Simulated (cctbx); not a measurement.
# Accept or mend?

Cell a = 5.6150 Å, b = 8.1570 Å, c = 16.9550 Å, α = 90.00°, β = 90.00°, γ = 90.00°; space group Immm (no. 71).

The data are simulated with cctbx, not measured: Mo Kα, λ = 0.71073 Å, to d = 0.77 Å, 80 % of the full sphere, strongest reflection 20000 counts, noise from counting, a 3 % proportional error and a noise floor of 15 counts (s.d.); no absorption.

An anisotropic refinement with weights 1/σ² prints:

```text
Rint 0.041, 542 unique reflections to 0.77 A
cycle     R1     wR2    GooF  max shift (A)
   1  0.0885  0.1869   4.700   0.04773
   3  0.0813  0.1729   4.347   0.00017
final R1 0.0813 wR2 0.1729 GooF 4.347  parameters 46  data/parameter 11.8
atom        x        y        z      Ueq    occ   su(xyz)  su(Uiso or U11)
Sb1    0.50000  0.50000  0.00000   0.0052  1.000  0.00000  0.0015
Sr1    0.50000  0.24437  0.82704   0.0067  1.000  0.00022  0.0010
Sr2    0.00000  0.76643  0.00000   0.0055  1.000  0.00035  0.0014
Co1    0.50000  0.50000  0.66811   0.0067  1.000  0.00029  0.0018
P1     0.50000  0.00000  0.66784   0.0154  1.000  0.00065  0.0042
P2     0.50000  0.00000  0.00000   0.0107  1.000  0.00000  0.0060
O1     0.26280  0.00000  0.74658   0.0109  1.000  0.00260  0.0074  NPD
O2     0.73851  0.50000  0.58349   0.0139  1.000  0.00310  0.0104  NPD
O3     0.50000  0.23750  0.66232   0.0122  1.000  0.00173  0.0084
O4     0.50000  0.24824  0.00000   0.0161  1.000  0.00272  0.0143
difference map: max 17.31 min -1.81 rms 0.80
Q1    0.2489  0.0000  0.4200    8   18.02  1.95 A from Sb1
Q2    0.0000  0.0000  0.5000    2    3.77  0.00 A from Sb1
Q3    0.0000  0.2205  0.0000    4    2.61  0.11 A from Sr2
Q4    0.0000  0.2745  0.3214    8    2.48  0.18 A from Sr1
Q5    0.0000  0.2896  0.5000    4    2.41  0.31 A from O4
Q6    0.0000  0.2275  0.1813    8    2.19  0.43 A from O3
```

**Question.** Can this result stand? If not, what is the likely fault?

Mend it. The fault: an atom left out, O at (0.7489, 1/2, 0.9198). Against the right model at the same level, R1 goes from 0.0184 to 0.0813 and GooF from 0.91 to 4.35, the top difference peak, 18.0 e/Å³, lies 1.95 Å from Sb1 and O1 and O2 go non-positive-definite. Q1 is the missing atom. With scattering power missing, scale and phases suffer, so peaks may also grow on the heavy atoms.

The compound is Sr6Co2SbP3O18. The right model at the same level gives:

```text
Rint 0.041, 542 unique reflections to 0.77 A
cycle     R1     wR2    GooF  max shift (A)
   1  0.0323  0.0625   1.581   0.01199
   2  0.0184  0.0360   0.912   0.00005
final R1 0.0184 wR2 0.0360 GooF 0.912  parameters 52  data/parameter 10.4
atom        x        y        z      Ueq    occ   su(xyz)  su(Uiso or U11)
Sb1    0.50000  0.50000  0.00000   0.0058  1.000  0.00000  0.0003
Sr1    0.50000  0.24408  0.82701   0.0076  1.000  0.00004  0.0002
Sr2    0.00000  0.76697  0.00000   0.0065  1.000  0.00007  0.0003
Co1    0.50000  0.50000  0.66825   0.0084  1.000  0.00006  0.0004
P1     0.50000  0.00000  0.66770   0.0152  1.000  0.00013  0.0009
P2     0.50000  0.00000  0.00000   0.0122  1.000  0.00000  0.0013
O1     0.26486  0.00000  0.74495   0.0164  1.000  0.00062  0.0019
O2     0.74808  0.50000  0.91997   0.0129  1.000  0.00061  0.0018
O3     0.73879  0.50000  0.58364   0.0187  1.000  0.00068  0.0022
O4     0.50000  0.24127  0.66302   0.0113  1.000  0.00034  0.0016
O5     0.50000  0.24160  0.00000   0.0159  1.000  0.00054  0.0029
difference map: max 1.13 min -1.06 rms 0.24
Q1    0.0000  0.1188  0.4253    8    1.18  1.60 A from Sb1
Q2    0.0000  0.2401  0.2063    8    1.08  0.75 A from O4
Q3    0.1438  0.0000  0.5000    4    1.06  0.81 A from Sb1
Q4    0.0000  0.1183  0.0454    8    1.02  1.21 A from Sr2
Q5    0.0000  0.1164  0.0000    4    0.95  0.95 A from Sr2
Q6    0.2388  0.5000  0.1961    8    0.83  0.83 A from O1
```

The model is made up (kin elements in a known structure type, no relaxation), so it says nothing on whether the phase exists.

[Middle refinement cycles are left out of these outputs.]

[Logs are printed without paths, hosts, clocks, repeated set-up lines and the standing remarks that a program may print on its own settings, such as how far it seeks lower states.]
